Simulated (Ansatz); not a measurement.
## Is Mg (Magnesium, P6_3/mmc) stable when the ions move?

How do the phonons of Mg (Magnesium) change with temperature at fixed cell?

Program: Ansatz 0.2.0. Level of theory: DFT PBEsol, scalar-relativistic, plane waves, PAW; PAW set soft_1. Results are calculated unless marked as measured.

Report form: the programs' logs are mostly left out.

## 1. The structure

Symmetry: P6_3/mmc, No. 194, hexagonal system. Conventional cell: a = 3.209 Å, b = 3.209 Å, c = 5.210 Å, α = 90.00°, β = 90.00°, γ = 120.00°. Nearest to Mg lie 12 Mg at 3.20 to 3.21 Å.

## 2. Probe on a coarse mesh

A cheap single point shows whether the cell is a metal or an insulator and how far it is from rest; that sets the k-mesh and the occupations of what follows.

Contents of input.yaml:

```yaml
crystal:
  lattice:
    - [3.2093, 0.0, 0.0]
    - [-1.60465, 2.7793353284, 0.0]
    - [0.0, 0.0, 5.2103]
  atoms:
    - { symbol: Mg, position: [0.3333333333, 0.6666666667, 0.25] }
    - { symbol: Mg, position: [0.6666666667, 0.3333333333, 0.75] }
kpoints:
  mp_grid: { grid: [6, 6, 4] }
hamiltonian:
  xc: pbesol
  pseudopotentials: { kind: paw, azcp: { folder: soft_1 }, xc_functional: pbe }
scf:
  occupations: { method: gaussian, width: 0.1 }
  lower_state_search: "off"
output:
  forces: true
  stress: true
  eigenvalues: true
```

The run is started by

```
ansatz run input.yaml --threads 8 --pin off --max-ram 16384MiB --backend cpu --events-out ev --progress --plain --runs-dir out
```

Elapsed: 0.81 s, on 8 threads of Arm Neoverse V1, shared host; peak memory 0.27 GiB.

Numbers from this step:

```
pressure          : -1.092 GPa
volume per atom   : 23.24 Å³/atom
gap on the k-mesh : 0 eV
```

The start is under -1.1 GPa at this level and looks like a metal on this mesh.

## 3. Relaxation

The vibrations must be taken about the equilibrium of this functional, not about the starting cell, so the structure is relaxed.

input.yaml, as its differences from that of step 2:

```diff
@@ -9,3 +9,3 @@
 kpoints:
-  mp_grid: { grid: [6, 6, 4] }
+  mp_grid: { grid: [15, 15, 8] }
 hamiltonian:
@@ -20 +20,10 @@
   eigenvalues: true
+  write_density: true
+  write_potential: true
+  elf: true
+  volumetric_format: npy
+relax:
+  adjacent_minimum: "off"
+  f_tol: 0.005
+  max_steps: 80
+  cell: { stress_tol: 0.05 }
```

The job ended after 2.6 s (8 threads; peak memory 0.4 GiB; 17 s of CPU time).

Step by step:

```
step  energy less that of the first step (eV)  largest force component (eV/Å)  pressure (GPa)  volume (Å³)
   1                                   0.0000                          0.0000           -1.14        46.47
   2                                  -0.0061                          0.0000           -0.24        45.28
   3                                  -0.0065                          0.0000            0.03        44.95
  4*                                  -0.0064                          0.0000            0.03        44.95
```

Relaxation steps marked * repeat the geometry before them on a plane-wave basis chosen anew for their cell, so energy and pressure can jump there.

Forces are held to the 24 operations that the run works with; a distortion that breaks them can't arise in this run.

```
conventional cell, symmetrised  before  after  change
                         a (Å)   3.209  3.188  -0.7 %
                         b (Å)   3.209  3.188  -0.7 %
                         c (Å)   5.210  5.108  -2.0 %
              volume (Å³/atom)   23.24  22.47  -3.3 %
```

Final coordinates:

```
Mg
1.0
     3.18771    0.00000    0.00000
    -1.59386    2.76064    0.00000
     0.00000    0.00000    5.10771
Mg
2
Direct
  0.33333 0.66667 0.25000
  0.66667 0.33333 0.75000
```

This step gave:

```
pressure        : 0.03150 GPa
volume per atom : 22.47 Å³/atom
```

Valence density in the ac plane at fractional y = 0.333, with atoms of Mg within 0.2 Å of it. It is the smooth field of the valence electrons, not physical close to the nuclei.

Ten steps, logarithmic in the rise over the least value, from '_' (0 e/Å³) to '@' (26 e/Å³):
```
________________________________
________________________________
__________________....::..______
________________..==++**++::____
________________==##%%%%##++..__
______________..++%%@@@@@@**::__
______________..++%%@@@@@@**::__
________________==##%%%%##++..__
________________..==++**++::____
__________________....::..______
________________________________
________________________________
________________________________
________________________________
________________________________
________________________________
________________________________
________________________________
________________________________
________________________________
________________________________
________________________________
________________________________
________________________________
________________________________
________________________________
```
Columns run along a (3.2 Å), rows up along c (5.1 Å). Atoms in or near the plane, at fractional coordinates: Mg at (0.67, 0.75).

ELF in the ac plane at fractional y = 0.333, with atoms of Mg within 0.2 Å of it. It is the smooth field of the valence electrons, not physical close to the nuclei.

Values, 22 rows by 16 columns, each cell a mean:
```
0.51 0.53 0.53 0.53 0.53 0.52 0.48 0.38 0.26 0.17 0.13 0.13 0.15 0.22 0.34 0.45
0.43 0.52 0.55 0.55 0.53 0.47 0.33 0.16 0.08 0.07 0.09 0.09 0.08 0.07 0.12 0.27
0.30 0.48 0.55 0.56 0.52 0.37 0.16 0.06 0.11 0.21 0.27 0.28 0.24 0.14 0.06 0.11
0.19 0.43 0.55 0.56 0.49 0.27 0.08 0.09 0.25 0.34 0.30 0.29 0.34 0.30 0.13 0.06
0.13 0.38 0.55 0.56 0.46 0.21 0.05 0.15 0.34 0.30 0.17 0.14 0.25 0.36 0.21 0.06
0.12 0.38 0.55 0.56 0.46 0.20 0.05 0.15 0.34 0.29 0.15 0.12 0.23 0.36 0.22 0.06
0.17 0.42 0.55 0.56 0.48 0.26 0.07 0.09 0.27 0.34 0.29 0.27 0.33 0.32 0.14 0.05
0.28 0.48 0.55 0.56 0.51 0.36 0.15 0.06 0.12 0.24 0.30 0.30 0.27 0.16 0.07 0.10
0.42 0.52 0.55 0.55 0.53 0.46 0.30 0.14 0.07 0.08 0.11 0.12 0.09 0.07 0.11 0.24
0.50 0.53 0.54 0.54 0.53 0.52 0.46 0.35 0.23 0.15 0.12 0.11 0.13 0.20 0.31 0.43
0.53 0.52 0.51 0.51 0.52 0.53 0.53 0.52 0.48 0.42 0.38 0.38 0.41 0.46 0.50 0.53
0.51 0.47 0.44 0.43 0.45 0.49 0.54 0.57 0.59 0.60 0.60 0.60 0.60 0.59 0.58 0.55
0.43 0.35 0.29 0.29 0.32 0.39 0.48 0.56 0.61 0.63 0.64 0.64 0.64 0.62 0.59 0.52
0.30 0.19 0.15 0.14 0.18 0.26 0.39 0.52 0.60 0.65 0.66 0.66 0.66 0.63 0.56 0.45
0.18 0.10 0.08 0.08 0.10 0.16 0.29 0.46 0.59 0.65 0.67 0.68 0.67 0.63 0.53 0.35
0.12 0.07 0.06 0.06 0.07 0.12 0.23 0.42 0.57 0.65 0.68 0.69 0.67 0.62 0.50 0.29
0.12 0.07 0.06 0.06 0.07 0.11 0.23 0.41 0.57 0.65 0.68 0.69 0.67 0.62 0.49 0.28
0.17 0.09 0.07 0.07 0.09 0.15 0.28 0.45 0.59 0.65 0.68 0.68 0.67 0.63 0.52 0.34
0.28 0.18 0.13 0.13 0.16 0.25 0.37 0.51 0.60 0.65 0.66 0.67 0.66 0.63 0.56 0.44
0.42 0.32 0.27 0.26 0.30 0.38 0.47 0.56 0.61 0.64 0.65 0.65 0.64 0.62 0.58 0.51
0.50 0.45 0.42 0.41 0.44 0.48 0.53 0.57 0.59 0.60 0.61 0.61 0.60 0.60 0.58 0.55
0.53 0.51 0.50 0.50 0.51 0.53 0.54 0.54 0.52 0.48 0.45 0.45 0.47 0.51 0.54 0.54
```
Columns run along a (3.2 Å), rows up along c (5.1 Å). Atoms in or near the plane, at fractional coordinates: Mg at (0.67, 0.75).

Electrostatic potential energy in the ac plane at fractional y = 0.333, with atoms of Mg within 0.2 Å of it. With pseudopotentials it is smooth inside the atoms' cores, unlike the true potential.

Values in eV, 22 rows by 16 columns, each cell a mean:
```
  6   7   7   7   7   7   6   5   3   2   1   1   2   3   4   5
  5   7   7   7   7   6   4   2  -1  -5  -8  -9  -6  -2   1   4
  4   6   7   7   6   5   2  -2 -10 -23 -34 -35 -27 -14  -4   1
  3   5   6   6   6   4   0  -8 -27 -52 -62 -62 -58 -35 -13  -2
  2   4   6   6   5   3  -1 -15 -42 -67 -69 -69 -69 -53 -22  -4
  2   4   6   6   5   3  -2 -16 -44 -68 -69 -69 -69 -55 -23  -5
  2   5   6   6   6   3   0  -9 -30 -55 -64 -65 -63 -38 -15  -2
  4   6   7   7   6   5   2  -2 -12 -27 -38 -40 -31 -17  -5   1
  5   7   7   7   7   6   4   2  -2  -6 -11 -12  -8  -3   1   3
  6   7   7   7   7   7   6   4   3   1   0   0   1   2   4   5
  7   7   7   7   7   7   6   6   5   5   4   4   5   5   6   6
  6   6   6   6   6   6   7   7   7   7   7   7   7   7   7   7
  5   5   4   4   5   5   6   6   7   7   7   7   7   7   7   6
  4   3   2   2   3   4   5   6   7   7   8   8   7   7   6   5
  3   1   0   0   0   2   4   5   6   7   8   8   7   7   6   4
  2   0  -2  -2  -1   1   3   5   6   7   7   8   7   6   5   4
  2   0  -2  -3  -2   1   3   4   6   7   7   8   7   6   5   3
  2   1   0  -1   0   2   3   5   6   7   8   8   7   7   6   4
  4   3   2   2   2   3   5   6   7   7   8   8   7   7   6   5
  5   5   4   4   4   5   6   6   7   7   7   7   7   7   7   6
  6   6   6   6   6   6   6   7   7   7   7   7   7   7   7   7
  7   7   7   7   7   7   7   6   6   5   5   5   5   6   6   6
```
Columns run along a (3.2 Å; values clipped at the 3rd and 97th percentile), rows up along c (5.1 Å). Atoms in or near the plane, at fractional coordinates: Mg at (0.67, 0.75).

The relaxation ends with a pressure of 0.03 GPa.

## 4. Tight relaxation

The relaxation is repeated with tighter thresholds on force and stress, since phonons are sensitive to what is left; a change of mesh or smearing in the input moves the cell too.

input.yaml, the sections that differ from step 3:

```yaml
crystal:
  lattice:
    - [3.1877100879, 0.0, 0.0]
    - [-1.5938550439, 2.760637916, 0.0]
    - [0.0, 0.0, 5.1077090199]
  atoms:
    - { symbol: Mg, position: [0.3333333333, 0.6666666667, 0.25] }
    - { symbol: Mg, position: [0.6666666667, 0.3333333333, 0.75] }
scf:
  occupations: { method: methfessel_paxton, width: 0.2 }
  lower_state_search: "off"
output:
  forces: true
  stress: true
  eigenvalues: true
relax:
  adjacent_minimum: "off"
  f_tol: 0.001
  max_steps: 60
  cell: { stress_tol: 0.01 }
# kpoints, hamiltonian: as in step 3
```

Run time: 2.3 s. Hardware: 8 threads; peak memory 0.4 GiB.

Step by step:

```
step  energy less that of the first step (eV)  largest force component (eV/Å)  pressure (GPa)  volume (Å³)
   1                                   0.0000                          0.0000            0.03        44.95
   2                                   0.0000                          0.0000            0.00        44.98
   3                                   0.0000                          0.0000            0.00        44.98
  4*                                   0.0000                          0.0000            0.00        44.98
```

Relaxation steps marked * repeat the geometry before them on a plane-wave basis chosen anew for their cell, so energy and pressure can jump there.

Forces are held to the 24 operations that the run works with; a distortion that breaks them can't arise in this run.

```
conventional cell, symmetrised  before  after  change
                         a (Å)   3.188  3.191  +0.1 %
                         b (Å)   3.188  3.191  +0.1 %
                         c (Å)   5.108  5.101  -0.1 %
              volume (Å³/atom)   22.47  22.49  +0.1 %
```

The relaxed structure:

```cif
data_structure
_symmetry_space_group_name_H-M 'P 1'
_symmetry_Int_Tables_number 1
_cell_length_a 3.1908
_cell_length_b 3.1908
_cell_length_c 5.1011
_cell_angle_alpha 90.000
_cell_angle_beta 90.000
_cell_angle_gamma 120.000
_cell_volume 44.98
loop_
_atom_site_label
_atom_site_type_symbol
_atom_site_fract_x
_atom_site_fract_y
_atom_site_fract_z
_atom_site_occupancy
Mg1 Mg 0.33333 0.66667 0.25000 1
Mg2 Mg 0.66667 0.33333 0.75000 1
```

Numbers from this step:

| Item | Value |
| --- | --- |
| pressure | 0.002878 GPa |
| volume per atom | 22.49 Å³/atom |

The residual pressure is 0.0029 GPa, small enough for phonons.

## 5. Self-consistent phonons

Harmonic theory ignores how far atoms move; here frames sampled at temperature supply the forces, and the run stops at an error target or a frame limit.

Contents of input.yaml:

```yaml
crystal:
  lattice:
    - [3.1908322567, 0.0, 0.0]
    - [-1.5954161283, 2.7633417936, 0.0]
    - [0.0, 0.0, 5.1010707133]
  atoms:
    - { symbol: Mg, position: [0.3333333333, 0.6666666667, 0.25] }
    - { symbol: Mg, position: [0.6666666667, 0.3333333333, 0.75] }
kpoints:
  mp_grid: { grid: [9, 9, 6] }
hamiltonian:
  xc: pbesol
  pseudopotentials: { kind: paw, azcp: { folder: soft_1 }, xc_functional: pbe }
scf:
  occupations: { method: methfessel_paxton, width: 0.2 }
  lower_state_search: "off"
output:
  stress: true
  eigenvalues: true
phonons:
  method: fd
  supercell: [3, 3, 2]
  temperatures: { t_max: 1000, t_step: 50 }
  qpath:
    path:
      - [[0.0, 0.0, 0.0], [0.5, 0.0, 0.0], [0.33333333, 0.33333333, 0.0], [0.0, 0.0, 0.0], [0.0, 0.0, 0.5], [0.5, 0.0, 0.5], [0.33333333, 0.33333333, 0.5], [0.0, 0.0, 0.5]]
      - [[0.5, 0.0, 0.5], [0.5, 0.0, 0.0]]
      - [[0.33333333, 0.33333333, 0.5], [0.33333333, 0.33333333, 0.0]]
    npoints: 10
  self_consistent:
    temperatures: [150.0, 300.0, 450.0, 600.0, 800.0]
    max_frames: 32
    max_frequency_error: 3.0
  dielectric: false
  interpolated_qmesh: [15, 15, 9]
```

It took 32 min on 8 threads; peak memory 7.3 GiB.

Numbers from this step:

```
frames solved                   : 32
pressure of the lattice at rest : 0.08601 GPa
```

300 K; each column in its own order of rank; one wavevector of each set of like ones; translations left out; no LO-TO term. Modes at 300K, by row:

```
    q1      q2   q3  rank  harmonic (cm⁻¹)  gaussian (cm⁻¹)  gaussian error (cm⁻¹)  hessian (cm⁻¹)  hessian error (cm⁻¹)  path integral (cm⁻¹)  path integral error (cm⁻¹)
     0       0    0     1            131.1            131.8                    0.1           125.5                   0.1                 125.1                         0.4
     0       0    0     2            131.1            131.8                    0.1           125.5                   0.1                 125.1                         0.4
     0       0    0     3            269.4            275.4                    0.2           270.6                   0.3                 270.9                         0.6
     0       0  0.5     1             97.6             97.6                      0            94.1                   0.1                  93.9                         0.4
     0       0  0.5     2             97.6             97.6                      0            94.1                   0.1                  93.9                         0.4
     0       0  0.5     3             97.6             97.6                      0            94.1                   0.1                  93.9                         0.4
     0       0  0.5     4             97.6             97.6                      0            94.1                   0.1                  93.9                         0.4
     0       0  0.5     5            177.3            183.3                    0.2           178.7                   0.2                 178.9                         0.5
     0       0  0.5     6            177.3            183.3                    0.2           178.7                   0.2                 178.9                         0.5
     0  0.3333    0     1            104.3            104.9                    0.1           101.5                   0.1                 101.2                         0.3
     0  0.3333    0     2            114.3            116.4                      0           111.9                   0.1                 111.7                         0.2
     0  0.3333    0     3            175.5            177.8                    0.1           173.3                   0.1                 173.1                         0.3
     0  0.3333    0     4            191.1            196.9                    0.1           192.6                   0.1                 192.5                         0.3
     0  0.3333    0     5            218.2            223.6                    0.1           218.2                   0.1                   218                         0.3
     0  0.3333    0     6            220.5            227.8                    0.2           221.9                   0.3                   222                         0.5
     0  0.3333  0.5     1            142.1            143.9                      0           139.3                   0.1                   139                         0.3
     0  0.3333  0.5     2            142.1            143.9                      0           139.3                   0.1                   139                         0.3
     0  0.3333  0.5     3            154.4            157.2                    0.1           152.9                   0.1                 152.6                         0.2
     0  0.3333  0.5     4            154.4            157.2                    0.1           152.9                   0.1                 152.6                         0.2
     0  0.3333  0.5     5              233              239                      0             234                   0.1                 233.7                         0.3
     0  0.3333  0.5     6              233              239                      0             234                   0.1                 233.7                         0.3
0.3333  0.3333    0     1            177.2            181.4                    0.1           175.4                   0.2                 175.3                         0.4
0.3333  0.3333    0     2            177.2            181.4                    0.1           175.4                   0.2                 175.3                         0.4
0.3333  0.3333    0     3            184.1            190.2                    0.2             184                   0.3                 183.9                         0.6
0.3333  0.3333    0     4            184.1            191.4                    0.2             184                   0.3                 183.9                         0.6
0.3333  0.3333    0     5            186.4            191.4                    0.2           186.6                   0.2                   186                         0.5
0.3333  0.3333    0     6              218            224.7                    0.2           219.8                   0.2                 220.2                         0.8
0.3333  0.3333  0.5     1            136.4            138.2                      0           133.2                   0.3                 132.8                         0.2
0.3333  0.3333  0.5     2            136.4            138.2                      0           133.2                   0.3                 132.8                         0.2
0.3333  0.3333  0.5     3            207.7            212.7                    0.1           208.2                   0.2                   208                         0.5
0.3333  0.3333  0.5     4            207.7            212.7                    0.1           208.2                   0.2                   208                         0.5
0.3333  0.3333  0.5     5            233.9            239.8                    0.2           233.8                   0.7                   233                         0.6
0.3333  0.3333  0.5     6            233.9            239.8                    0.2           233.8                   0.7                   233                         0.6
```

(Part 1 of 3 ends here.)

[Logs are printed without paths, hosts, clocks, repeated set-up lines and the standing remarks that a program may print on its own settings, such as how far it seeks lower states.]

[Hosts, paths, dates, database ids (printed as entryN), source tags and the programs' standing remarks are cut or masked in the printed files.]

[A step with changed settings may run another functional than the one named; its input shows which.]
